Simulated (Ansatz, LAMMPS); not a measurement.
# Static equation of state of glassy 85GeO2-15Li2O (mol %) (78 atoms)

Density of this cell: 4.03 g/cm³. The cell holds 78 atoms: 22 Ge, 8 Li and 48 O. Its edges and angles: a = 9.806 Å, b = 10.002 Å, c = 10.177 Å, α = 88.9°, β = 90.7°, γ = 90.4°. The starting structure: 78 atoms (22 Ge, 8 Li, 48 O) placed at random at 3.6 g/cm³, melted at 4000 K for 10 ps at fixed volume with the Morse and Coulomb pair potential with partial charges (Pedone, Malavasi, Menziani, Cormack and Segre, J. Phys. Chem. B 110, 11780 (2006)). Quenched from 4000 K to 300 K at 100 K/ps and fixed volume, held 10 ps at zero pressure.

Calculated with Ansatz 0.2.0: Kohn-Sham DFT, PBEsol, PAW (set soft_2), plane waves; cutoff 420 eV, Γ point, fixed occupations. Cell and atoms were relaxed first, to V0 = 12.793 Å³ an atom at a residual P0 = 0.017 GPa. The cell was then scaled evenly, and the atoms were relaxed at each volume.

| volume (Å³/atom) | pressure (GPa) |
| --- | --- |
| 11.514 | ? |
| 12.026 | 3.589 |
| 12.410 | 1.683 |
| 13.177 | -1.619 |
| 13.561 | -2.837 |

**Question.** Fit the third-order Birch–Murnaghan equation to the rows given and extrapolate to the withheld row.

Worked fit:

Take the Eulerian strain f = ½[(V0/V)^(2/3) − 1] and the normalised pressure F = (P − P0) / [3f(1 + 2f)^(5/2)]. The third-order Birch–Murnaghan equation is then the line F = B0 + (3/2)B0(B′ − 4) f, so u = f and v = F.

```
      u = f  v = F (GPa)
  0.0210564      51.0038
  0.0102570      51.4406
-0.00975629      58.7304
 -0.0190505      55.0287
```

With n = 4: mean u = 6.2667e-4, mean v = 54.0509, Σ(u − ū)² = 0.0010051, Σ(u − ū)(v − v̄) = -0.15522. Slope b = -0.15522 / 0.0010051 = -154.43; intercept a = v̄ − b ū = 54.148.

So B0 = a = 54.1 GPa and B′ = 4 + 2b/(3a) = 2.10. At the withheld volume f = 0.03638, F = a + b f = 48.53 GPa, and P = P0 + 3f(1 + 2f)^(5/2) F.

Prediction at 11.514: 6.331 GPa. The run gave 6.559 GPa, so the fit is low by 0.23 GPa (3.5 % of the value).

The series isn't one smooth equation of state: even a line fitted to all rows, the withheld one included, misses F by up to 5.4 % and the count of bonds changes along the series. B0 and B′ are then only the numbers of this fit, not moduli of the material. Among the rows given, the largest miss of the fit is at 13.561, by 0.11 GPa (1.1 % of the range of the table).

Limits: Static cells at zero temperature; the cell shape is held. The program notes that the SCF threshold of these relaxations is loose for the stress. The quench rate of 100 K/ps is many orders above laboratory rates, so the cell is likely richer in defects and strain than a real sample. The network of bonds at the start is that of the classical potential that made the cell, and needn't be the one that DFT or experiment would give. Only the Γ point is sampled, in a cell whose shortest periodic width is 10 Å.

[Logs are printed without paths, hosts, clocks, repeated set-up lines and the standing remarks that a program may print on its own settings, such as how far it seeks lower states.]

[Hosts, paths, dates, database ids (printed as entryN), source tags and the programs' standing remarks are cut or masked in the printed files.]
